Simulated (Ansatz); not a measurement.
# What HfPbSO2 (built on the sites of a database entry of HfPbO3) distorts into

Aim: this structure of HfPbSO2 (built on the sites of a database entry of HfPbO3) is to be tested for unstable modes, and one is followed downhill.

Main program and level: Ansatz 0.2.0; DFT PBEsol, scalar-relativistic, plane waves, PAW.

The structure was built from a prototype and need not be the compound's stable phase.

## Step 1: Starting point

The structure is tetragonal, space group P4/mmm (No. 123). The conventional cell has a = 4.096 Å, b = 4.096 Å, c = 5.112 Å, α = 90.00°, β = 90.00°, γ = 90.00°. Hf has 4 O at 2.05 Å and 2 S at 2.56 Å nearest. Pb has 4 S at 2.90 Å nearest. Nearest to S lie 2 Hf at 2.56 Å and 4 Pb at 2.90 Å. Nearest to O lie 2 Hf at 2.05 Å. Farther neighbours and most contacts between anions are not listed.

## Step 2: The dispersion

The cell comes from relaxations at this level that are not shown. Stability and thermal properties need the whole zone. Linear response on a 2×4×4 q mesh gives force constants as far as a supercell of that size would, and the tensors from the zone-centre run are typed in so that the long-range dipole term is interpolated apart.

input.yaml reads:

```yaml
crystal:
  lattice:
    - [5.112178275, 0.0, 0.0]
    - [0.0, 4.0961772096, 0.0]
    - [0.0, 0.0, 4.0961772096]
  atoms:
    - { symbol: Hf, position: [0.5, 0.5, 0.5] }
    - { symbol: Pb, position: [0.0, 0.0, 0.0] }
    - { symbol: S, position: [0.0, 0.5, 0.5] }
    - { symbol: O, position: [0.5, 0.0, 0.5] }
    - { symbol: O, position: [0.5, 0.5, 0.0] }
kpoints:
  mp_grid: { grid: [6, 8, 8] }
hamiltonian:
  xc: pbesol
scf:
  occupations: { method: fixed }
output:
  eigenvalues: true
phonons:
  method: dfpt
  qmesh: [2, 4, 4]
  temperatures: { t_max: 1000, t_step: 50 }
  qpath:
    path:
      - [[0.0, 0.0, 0.0], [0.0, 0.0, 0.5], [0.0, 0.5, 0.5], [0.0, 0.0, 0.0], [0.5, 0.0, 0.0], [0.5, 0.0, 0.5], [0.5, 0.5, 0.5], [0.5, 0.0, 0.0]]
      - [[0.0, 0.0, 0.5], [0.5, 0.0, 0.5]]
      - [[0.0, 0.5, 0.5], [0.5, 0.5, 0.5]]
    npoints: 10
  non_analytic_term:
    high_frequency_dielectric_tensor: [[7.0598, 0.0, 0.0], [0.0, 10.8852, 0.0], [0.0, 0.0, 10.8852]]
    born_effective_charges:
      - { species: Hf, tensor: [[5.0627, 0.0, 0.0], [0.0, 6.4774, 0.0], [0.0, 0.0, 6.4774]] }
      - { species: Pb, tensor: [[2.9055, 0.0, 0.0], [0.0, 5.1354, 0.0], [0.0, 0.0, 5.1354]] }
      - { species: S, tensor: [[-3.2555, 0.0, 0.0], [0.0, -3.9495, 0.0], [0.0, 0.0, -3.9495]] }
      - { species: O, tensor: [[-2.3564, 0.0, 0.0], [0.0, -5.9158, 0.0], [0.0, 0.0, -1.7475]] }
      - { species: O, tensor: [[-2.3564, 0.0, 0.0], [0.0, -1.7475, 0.0], [0.0, 0.0, -5.9158]] }
    source: "zone-centre run at this cell"
```

Launch:

```console
$ ansatz run input.yaml --threads 8 --pin off --max-ram 14336MiB --backend cpu --events-out ev --progress --plain --runs-dir out
```

Numbers of over 12 decimals in the logs are rounded to 6 here.

The log of the run:

```text
Engine: ansatz 0.2.0, x86_64-unknown-linux-gnu
Pseudopotentials: kind: paw
Pseudopotential: Hf, paw, valence charge 26, recommended cutoff 420 eV (normal), Hf.paw.azcp
Pseudopotential: Pb, paw, valence charge 14, recommended cutoff 420 eV (normal), Pb.paw.azcp
Pseudopotential: S, paw, valence charge 6, recommended cutoff 420 eV (normal), S.paw.azcp
Pseudopotential: O, paw, valence charge 6, recommended cutoff 420 eV (normal), O.paw.azcp
Functional definition: PBEsol
  exchange = pbesol_x
  correlation = pbesol_c
Crystal: 5 atoms, lattice volume = 85.776 Å³
Basis set: ecut = 420 eV, 1673 PW (Γ), exchange–correlation on 72×60×60 points (8 copies of the dense FFT grid, shifted against one another)
Bands: 35, of which v1, the nominal top of the filled ones, is band 29 counted from 1 (28 counted from 0)
Symmetry: 16 space group operations
k-points: 60 of 384
Non-local potential: Hf, projectors of the file, l = 0: 3, l = 1: 2, l = 2: 2, l = 3: 3
Non-local potential: Pb, projectors of the file, l = 0: 2, l = 1: 2, l = 2: 2, l = 3: 2
Non-local potential: S, projectors of the file, l = 0: 2, l = 1: 2, l = 2: 2
Non-local potential: O, projectors of the file, l = 0: 2, l = 1: 2, l = 2: 1
PAW form: soft (Blöchl's): semilocal exchange-correlation on the pseudo side does not see the compensation charge
PAW frozen core: Hf, regenerated for the run's functional, and the local potential with it (the file was generated under x = pbe(κ = 0.804, μ = 0.219515), c = pbe(β = 0.066725))
PAW frozen core: Pb, regenerated for the run's functional, and the local potential with it (the file was generated under x = pbe(κ = 0.804, μ = 0.219515), c = pbe(β = 0.066725))
PAW frozen core: S, regenerated for the run's functional, and the local potential with it (the file was generated under x = pbe(κ = 0.804, μ = 0.219515), c = pbe(β = 0.066725))
PAW frozen core: O, regenerated for the run's functional, and the local potential with it (the file was generated under x = pbe(κ = 0.804, μ = 0.219515), c = pbe(β = 0.066725))
PAW one-centre angular grid: Hf, 590 points (default); XC on 64 Gauss nodes
PAW one-centre angular grid: Pb, 590 points (default); XC on 64 Gauss nodes
PAW one-centre angular grid: S, 110 points (default); XC on 64 Gauss nodes
PAW one-centre angular grid: O, 110 points (default); XC on 64 Gauss nodes
Initial density: superposition of atomic densities (neutral atoms: chi_scale 0, normalization atom), corrected by the library's trained network
Initial wavefunctions: pseudopotential atomic-orbital guess
Functional: x = pbesol(κ = 0.804, μ = 0.123457), c = pbesol(β = 0.046)
SCF iter   1: F=—  HF=-29364.465983 eV  |F-HF|=—  |Δ(HF+E_count)|=         —  Δρ=1.18e-2  dr2=1.19e-1  ethr=1.77e-3  ⟨swp⟩=4.8  Hψ=7025  notcnv=0  defer=215
preconditioner: auto → Resta (q_TF=auto, 2.556 Å⁻¹)  ε∞=4.6  [insulator: Δε(μ)=1.240 eV  Ē_g=15.715 eV  n_scr=28 (ndim 8)  ℏωp=30.0 eV  f_vac=0.013  ε∞_Penn≈4.6]
SCF iter   2: F=—  HF=-29364.438391 eV  |F-HF|=—  |Δ(HF+E_count)|=   2.76e-2  Δρ=3.50e-3  dr2=1.75e-2  ethr=2.06e-4  ⟨swp⟩=2.0  Hψ=3688  notcnv=0  defer=232
SCF iter   3: F=—  HF=-29364.434636 eV  |F-HF|=—  |Δ(HF+E_count)|=   3.76e-3  Δρ=1.64e-3  dr2=4.25e-3  ethr=3.02e-5  ⟨swp⟩=2.0  Hψ=2657  notcnv=0  defer=234
SCF iter   4: F=—  HF=-29364.433530 eV  |F-HF|=—  |Δ(HF+E_count)|=   1.11e-3  Δρ=7.68e-4  dr2=1.15e-3  ethr=7.32e-6  ⟨swp⟩=2.3  Hψ=2972  notcnv=0  defer=237
SCF iter   5: F=—  HF=-29364.433129 eV  |F-HF|=—  |Δ(HF+E_count)|=   4.01e-4  Δρ=2.35e-4  dr2=1.45e-4  ethr=1.99e-6  ⟨swp⟩=2.0  Hψ=3124  notcnv=0  defer=233
SCF iter   6: F=—  HF=-29364.433058 eV  |F-HF|=—  |Δ(HF+E_count)|=   7.09e-5  Δρ=9.12e-5  dr2=1.26e-5  ethr=2.49e-7  ⟨swp⟩=2.1  Hψ=3655  notcnv=0  defer=154
SCF iter   7: F=—  HF=-29364.433055 eV  |F-HF|=—  |Δ(HF+E_count)|=   3.61e-6  Δρ=2.22e-5  dr2=7.71e-7  ethr=2.18e-8  ⟨swp⟩=2.0  Hψ=3324  notcnv=0  defer=100
SCF iter   8: F=—  HF=-29364.433055 eV  |F-HF|=—  |Δ(HF+E_count)|=   9.45e-7  Δρ=5.01e-6  dr2=2.69e-8  ethr=1.33e-9  ⟨swp⟩=2.0  Hψ=3171  notcnv=0  defer=98
SCF iter   9: F=—  HF=-29364.433056 eV  |F-HF|=—  |Δ(HF+E_count)|=   3.11e-8  Δρ=1.23e-6  dr2=1.20e-9  ethr=4.63e-11  ⟨swp⟩=2.0  Hψ=3724  notcnv=0  defer=98
SCF iter  10: F=—  HF=-29364.433056 eV  |F-HF|=—  |Δ(HF+E_count)|=  7.86e-10  Δρ=2.78e-7  dr2=4.37e-11  ethr=2.06e-12  ⟨swp⟩=2.0  Hψ=3494  notcnv=0  defer=98
SCF iter  11: F=—  HF=-29364.433056 eV  |F-HF|=—  |Δ(HF+E_count)|=  7.28e-12  Δρ=7.93e-8  dr2=4.15e-12  ethr=1.00e-12  ⟨swp⟩=11.6  Hψ=12254  notcnv=0
SCF iter  12: F=-29364.433056 eV  HF=-29364.433056 eV  |F-HF|=7.28e-12  |Δ(HF+E_count)|=    0.00e0  Δρ=8.83e-8  dr2=5.77e-12  ethr=1.00e-12  ⟨swp⟩=5.2  Hψ=8937  notcnv=0
SCF 1 converged in 12 iterations: F = -29364.433056 eV  dr2 = 5.77e-12
  greatest PAW one-centre occupation: 0.999 electrons in one spin orbital (limit 2), on the Hf atom at site 0 (counted from 0), in its partial waves of l = 3
NSCF: frozen V_eff on 60 k-points
NSCF: frozen V_eff on 100 k-points
DFPT response loops at q = (0, 0, 0) (fractional): preconditioner auto → Resta (q_TF=auto, 2.556 Å⁻¹)  ε∞=6.7 (no band partly filled); β = 1.00, the filter's whole step (`scf.mixing.beta` (0.50) is not read by the response loops at its default; to damp them type it under 1.00, their step now; it binds the ground state too); Broyden in place of MSR1
NSCF: frozen V_eff on 320 k-points
DFPT response loops at q = (0, 0, 0.25) (fractional): mixed as the last ones told, above
NSCF: frozen V_eff on 200 k-points
DFPT response loops at q = (0, 0, -0.5) (fractional): mixed as the last ones told, above
NSCF: frozen V_eff on 512 k-points
DFPT response loops at q = (0, 0.25, 0.25) (fractional): mixed as the last ones told, above
NSCF: frozen V_eff on 320 k-points
DFPT response loops at q = (0, 0.25, -0.5) (fractional): mixed as the last ones told, above
NSCF: frozen V_eff on 200 k-points
DFPT response loops at q = (0, -0.5, -0.5) (fractional): mixed as the last ones told, above
NSCF: frozen V_eff on 200 k-points
DFPT response loops at q = (-0.5, 0, 0) (fractional): mixed as the last ones told, above
NSCF: frozen V_eff on 320 k-points
DFPT response loops at q = (-0.5, 0, 0.25) (fractional): mixed as the last ones told, above
NSCF: frozen V_eff on 200 k-points
DFPT response loops at q = (-0.5, 0, -0.5) (fractional): mixed as the last ones told, above
NSCF: frozen V_eff on 512 k-points
DFPT response loops at q = (-0.5, 0.25, 0.25) (fractional): mixed as the last ones told, above
NSCF: frozen V_eff on 320 k-points
DFPT response loops at q = (-0.5, 0.25, -0.5) (fractional): mixed as the last ones told, above
NSCF: frozen V_eff on 200 k-points
DFPT response loops at q = (-0.5, -0.5, -0.5) (fractional): mixed as the last ones told, above
SCF converged after 12 iterations
Free energy (F): -29364.433056 eV
Harris-Foulkes:  -29364.433056 eV  (|F-HF|=7.28e-12)
Internal energy: -29364.433056 eV  (E = F + TS)
E sigma→0 (E₀):  -29364.433056 eV
Fermi energy:    10.665775 eV
--- Per-component energies (eV) ---
  E_band       = -150.014553
  E_kinetic    = 1162.935728
  E_local      = -8730.938618  (includes V_loc(G=0)·N_el)
  E_nonlocal   = -759.569314
  E_hartree    = 3918.180557
  E_xc         = -758.870201
  E_vxc        = -673.195907  (∫ρ·V_xc dr)
  E_paw        = -17948.407448  (= ΣΔE_a)
  E_vpaw       = 1014.387537  (= ΣTr[D̂ρ^β])
  E_aug_tail   = 0.004916  (compensation charges beyond the density's cutoff)
  E_ewald      = -6249.214409
  E_core_change = 1.445733  (= ΣΔE_core)
  E_smearing   = -0.000000  (= −TS)
  E_closure    = -0.000000  (closes the sum)
  Σ components = -29364.433056   (vs F -29364.433056, Δ=0.00e0)
--- Band table (eV; the first three rows and the last of 60) ---
  k-point 0: bands = [... 25 lower, 9.1767, 9.8798, 9.9152, 9.9152, 13.0211, 13.0211, 14.2504, 14.3141, ... 2 higher]
  k-point 1: bands = [... 25 lower, 9.0699, 9.5889, 9.7760, 9.7772, 13.0376, 13.3616, 14.2558, 14.6217, ... 2 higher]
  k-point 2: bands = [... 25 lower, 9.0655, 9.2669, 9.6099, 9.7097, 13.0784, 13.6851, 13.9847, 14.5438, ... 2 higher]
  k-point 59: bands = [... 25 lower, 6.6770, 9.2306, 9.2306, 10.5232, 14.3209, 16.2825, 16.2825, 16.7162, ... 2 higher]
--- Phonons (Γ-DFPT): 9 representative perturbations + reference (Σ response iterations 27) ---
  ASR residual: 9.836e-5 → 0.000e0 eV/Å²; symmetrization residual: 5.305e-6 eV/Å²
  ASR residual per site (eV/Å²): 1.62e-5 1.19e-5 2.66e-5 9.84e-5 9.84e-5
  Γ frequencies (cm⁻¹): -170.25 -121.01 -10.72 -10.72 0.00 0.00 0.00 118.17 118.17 127.01 166.52 166.52 342.49 489.61 489.61
--- Phonons (arbitrary-q DFPT): 12 irreducible q on the 2×4×4 mesh ---
  q = [0.0000, 0.0000, 0.0000] (star 1, of the zone-centre solve; hermiticity 8.54e-7, symmetrization 5.72e-13): -170.25 -121.01 -10.72 -10.72 -0.00 -0.00 0.00 118.17 118.17 127.01 166.52 166.52 342.49 489.61 489.61
  q = [0.0000, 0.0000, 0.2500] (star 4, 15 solved perturbations on 160 of 384 k-point pairs; hermiticity 3.44e-7, symmetrization 5.24e-14): -137.10 -85.27 35.98 57.49 58.34 78.68 128.70 143.55 181.24 215.24 216.08 277.29 339.75 484.51 699.75
  q = [0.0000, 0.0000, -0.5000] (star 2, 15 solved perturbations on 100 of 384 k-point pairs; hermiticity 3.45e-7, symmetrization 3.35e-14): -123.69 -71.80 51.05 63.26 93.55 109.56 169.32 179.17 215.87 232.12 255.03 289.64 335.43 478.19 757.55
  q = [0.0000, 0.2500, 0.2500] (star 4, 9 solved perturbations in 1968 linear systems a pass and spin channel, the states on 256 of 384 k-point pairs; hermiticity 2.86e-7, symmetrization 2.47e-13): -80.00 21.31 54.24 54.63 81.20 89.49 144.98 149.27 156.15 172.11 230.06 321.90 336.49 556.41 745.21
  q = [0.0000, 0.2500, -0.5000] (star 4, 15 solved perturbations on 160 of 384 k-point pairs; hermiticity 1.55e-7, symmetrization 1.21e-13): -63.12 29.96 43.71 75.04 81.11 118.43 158.79 175.67 190.64 200.74 219.24 331.84 342.65 569.32 782.67
  q = [0.0000, -0.5000, -0.5000] (star 1, 9 solved perturbations in 780 linear systems a pass and spin channel, the states on 100 of 384 k-point pairs; hermiticity 1.70e-7, symmetrization 6.11e-13): -126.31 -51.52 47.09 47.09 80.47 134.16 134.16 170.93 170.93 209.30 209.30 326.76 366.21 600.48 811.30
  q = [-0.5000, 0.0000, 0.0000] (star 1, 9 solved perturbations in 780 linear systems a pass and spin channel, the states on 100 of 384 k-point pairs; hermiticity 7.35e-7, symmetrization 5.00e-9): -138.93 32.36 32.36 34.53 39.11 39.11 122.22 147.69 147.69 148.41 148.41 289.70 382.50 492.25 492.25
  q = [-0.5000, 0.0000, 0.2500] (star 4, 15 solved perturbations on 160 of 384 k-point pairs; hermiticity 5.74e-7, symmetrization 3.63e-9): -108.99 -55.07 46.91 66.92 77.10 116.47 132.48 171.09 198.50 205.28 240.78 276.95 370.28 486.99 652.21
  q = [-0.5000, 0.0000, -0.5000] (star 2, 15 solved perturbations on 100 of 384 k-point pairs; hermiticity 4.06e-7, symmetrization 3.46e-9): -78.50 -64.43 57.45 72.15 105.88 112.93 171.03 191.59 223.89 252.91 266.15 277.16 367.90 480.62 736.26
  q = [-0.5000, 0.2500, 0.2500] (star 4, 9 solved perturbations in 1968 linear systems a pass and spin channel, the states on 256 of 384 k-point pairs; hermiticity 2.33e-7, symmetrization 2.84e-9): -101.66 -58.44 42.98 87.13 91.11 118.61 159.28 170.52 170.87 186.03 262.55 307.80 365.46 551.54 706.09
  q = [-0.5000, 0.2500, -0.5000] (star 4, 15 solved perturbations on 160 of 384 k-point pairs; hermiticity 1.63e-7, symmetrization 8.03e-9): -70.25 -64.11 -43.02 68.17 113.55 118.51 157.97 181.66 205.50 218.71 241.60 334.87 363.84 563.45 761.67
  q = [-0.5000, -0.5000, -0.5000] (star 1, 9 solved perturbations in 780 linear systems a pass and spin channel, the states on 100 of 384 k-point pairs; hermiticity 1.33e-7, symmetrization 6.96e-13): -127.26 -89.28 -89.28 -60.39 98.93 98.93 149.27 203.57 203.57 212.94 212.94 359.54 362.15 594.44 793.80
  sum rule: each row above includes the acoustic sum rule's correction from the zone centre's row sums; it moved no ω² by more than (1.29 cm⁻¹)²
  mesh force constants: q→R imaginary residual 1.93e-18; ASR residual 9.836e-5 → 0.000e0 eV/Å²; symmetrization residual 1.421e-14 eV/Å²
  interpolated dispersion: 94 rows × 15 modes
  density of states and harmonic sums: on the 12×16×16 q-mesh, interpolated from the force constants of a 2×4×4 supercell (with the dipole–dipole term of supplied tensors)
  largest difference from the sums on the solved wave vectors: F 3.79e-2 eV, S 4.75e-5 and C_V 1.43e-5 eV/K
  zero-point energy: 0.194335 eV/cell   skipped modes (ω ≤ 0): 697, of them read as no rigid motion or as one in doubt: 694 (2.174e0 modes/cell left out, lowest -170.25 cm⁻¹)   left out of the sums: 1.45e-1 of the cell's modes: C_V's classical limit lies that fraction below 3 k_B per atom; for a crystal, a wire or a layer, F and S can be off by more, and a phonons.interpolated_qmesh denser along its periods is the remedy for the sampling
```

It took 5.6 min on 8 threads of AMD EPYC 9R45, shared host; peak memory 2.2 GiB.

Numbers from this step:

| Quantity | Value |
| --- | --- |
| gap on the k-mesh | 1.335 eV |
| volume per atom | 17.16 Å³ |
| sum-rule residual before enforcement | 9.84e-5 eV/Å² |
| lowest frequency on the path | -170.2 cm⁻¹ |
| point group | 4/mmm |
| highest frequency on the path or at a solved wavevector | 811.3 cm⁻¹ |
| highest optical mode at the zone centre (no LO-TO term) | 489.6 cm⁻¹ |
| lowest optical zone-centre mode | -170.2 cm⁻¹ |
| lowest mode on the q mesh (acoustic modes at Γ apart) | -170.2 cm⁻¹ |

Frequencies (cm⁻¹) solved at each irreducible wavevector; negative means imaginary. Frequencies by wavevector, by row:

```tsv
q in reciprocal lattice units	star	mode 1	mode 2	mode 3	mode 4	mode 13	mode 14	mode 15
0 0 0	1	-170.2	-121	-10.7	-10.7	342.5	489.6	489.6
0 0 0.25	4	-137.1	-85.3	36	57.5	339.8	484.5	699.8
0 0 -0.5	2	-123.7	-71.8	51	63.3	335.4	478.2	757.5
0 0.25 0.25	4	-80	21.3	54.2	54.6	336.5	556.4	745.2
0 0.25 -0.5	4	-63.1	30	43.7	75	342.6	569.3	782.7
0 -0.5 -0.5	1	-126.3	-51.5	47.1	47.1	366.2	600.5	811.3
-0.5 0 0	1	-138.9	32.4	32.4	34.5	382.5	492.2	492.2
-0.5 0 0.25	4	-109	-55.1	46.9	66.9	370.3	487	652.2
-0.5 0 -0.5	2	-78.5	-64.4	57.5	72.2	367.9	480.6	736.3
-0.5 0.25 0.25	4	-101.7	-58.4	43	87.1	365.5	551.5	706.1
-0.5 0.25 -0.5	4	-70.2	-64.1	-43	68.2	363.8	563.5	761.7
-0.5 -0.5 -0.5	1	-127.3	-89.3	-89.3	-60.4	362.1	594.4	793.8
```

Interpolated from a 2×4×4 q mesh, with the LO-TO term (at Γ the limit along the path; where Γ stands inside the path, tables give the limit on arrival). The phonon branches at the labelled points (cm⁻¹):

```tsv
point	branch 1	branch 2	branch 3	branch 4	branch 12	branch 13	branch 14	branch 15
Γ	-170	-121	-11	0	266	342	490	593
halfway	-137	-85	36	58	277	340	484	700
X	-124	-72	51	63	290	335	478	758
halfway	-63	30	44	75	332	343	569	783
M	-126	-52	47	47	327	366	600	811
halfway	-80	21	54	55	322	336	556	745
Γ	-170	-121	-11	0	266	342	490	593
halfway	-155	19	22	22	284	378	491	491
Z	-139	32	32	34	290	382	492	492
halfway	-109	-55	47	67	277	370	487	652
R	-78	-64	57	72	277	368	481	736
halfway	-70	-64	-43	68	335	364	563	762
A	-127	-89	-89	-60	360	362	594	794
halfway	-102	-58	43	87	308	366	552	706
Z	-139	32	32	34	290	382	492	492
jump to X	-124	-72	51	63	290	335	478	758
halfway	-93	-70	54	68	285	352	479	747
R	-78	-64	57	72	277	368	481	736
jump to M	-126	-52	47	47	327	366	600	811
halfway	-127	-56	-47	-47	345	363	598	802
A	-127	-89	-89	-60	360	362	594	794
```

Symmetry leaves 12 wavevectors to solve. The lowest mode among them, the acoustic zeros apart, lies at Γ and is imaginary, 170.2i cm⁻¹, so the energy falls along it.

## Step 3: The mode frozen in, largest atomic shift 0 Å

The mode followed lies at q = (-0.5, 0, 0) with frequency 138.9i cm⁻¹, one of the unstable modes though not the softest. At small amplitude the distorted cell has space group no. 131 by a symmetry search on the positions. The undistorted cell that holds it gives the zero of energy on the same k mesh.

System of this step: HfPbSO2 (built on the sites of a database entry of HfPbO3). It takes space group P4/mmm (No. 123, tetragonal). The conventional cell has a = 4.096 Å, b = 4.096 Å, c = 5.112 Å, α = 90.00°, β = 90.00°, γ = 90.00°. Nearest to Hf lie 4 O at 2.05 Å and 2 S at 2.56 Å. Pb has 4 S at 2.90 Å nearest. Nearest to S lie 2 Hf at 2.56 Å and 4 Pb at 2.90 Å. Nearest to O lie 2 Hf at 2.05 Å. Farther neighbours and most contacts between anions are not listed.

input.yaml reads:

```yaml
crystal:
  lattice:
    - [0.0, 4.0961772096, 0.0]
    - [0.0, 0.0, 4.0961772096]
    - [10.2243565501, 0.0, 0.0]
  atoms:
    - { symbol: Hf, position: [0.5, 0.5, 0.25] }
    - { symbol: Hf, position: [0.5, 0.5, 0.75] }
    - { symbol: Pb, position: [0.0, 0.0, 0.5] }
    - { symbol: Pb, position: [0.0, 0.0, 0.0] }
    - { symbol: S, position: [0.5, 0.5, 0.0] }
    - { symbol: S, position: [0.5, 0.5, 0.5] }
    - { symbol: O, position: [0.0, 0.5, 0.25] }
    - { symbol: O, position: [0.0, 0.5, 0.75] }
    - { symbol: O, position: [0.5, 0.0, 0.25] }
    - { symbol: O, position: [0.5, 0.0, 0.75] }
kpoints:
  mp_grid: { grid: [6, 6, 4] }
hamiltonian:
  xc: pbesol
scf:
  occupations: { method: gaussian, width: 0.02 }
output:
  forces: true
  stress: true
  eigenvalues: true
```

The log of the run:

```text
[...]
Crystal: 10 atoms, lattice volume = 171.551 Å³
Basis set: ecut = 420 eV, 3347 PW (Γ), exchange–correlation on 60×60×144 points (8 copies of the dense FFT grid, shifted against one another)
Bands: 70, of which v1, the nominal top of the filled ones, is band 58 counted from 1 (57 counted from 0)
Symmetry: 32 space group operations
[...]
k-points: 30 of 144
[...]
k-point 0: bands = [... 54 lower, 9.9156, 9.9156, 9.9369, 9.9369, 12.7248, 13.0212, 13.0212, 14.2509, ... 5 higher]
  k-point 1: bands = [... 54 lower, 9.9179, 9.9179, 9.9330, 9.9330, 12.9905, 13.2511, 13.2511, 14.3199, ... 5 higher]
  k-point 2: bands = [... 54 lower, 9.9248, 9.9248, 9.9248, 9.9248, 13.6351, 13.6351, 13.8367, 13.8367, ... 5 higher]
  k-point 29: bands = [... 54 lower, 8.5354, 8.5354, 10.5258, 10.5258, 13.6458, 13.6458, 15.6297, 15.6297, ... 5 higher]
[key lines of the parts left out:]
SCF converged after 8 iterations
Free energy (F): -58728.861794 eV
Fermi energy:    11.333554 eV
P = ⅓ Tr σ = 0.0214 GPa (0.214 kbar)
```

The job ended after 1.4 s (8 threads; peak memory 1 GiB; 9.5 s of CPU time).

This step gave:

```
pressure                         : 0.02141 GPa
gap on the k-mesh                : 1.333 eV
energy from the undistorted cell : 0 meV/atom
```

At this level the gap is 1.33 eV on the k-mesh of the self-consistent run, which can miss the band edges.

(Part 1 of 2 ends here.)

[Logs are printed without paths, hosts, clocks, repeated set-up lines and the standing remarks that a program may print on its own settings, such as how far it seeks lower states.]

[Hosts, paths, dates, database ids (printed as entryN), source tags and the programs' standing remarks are cut or masked in the printed files.]
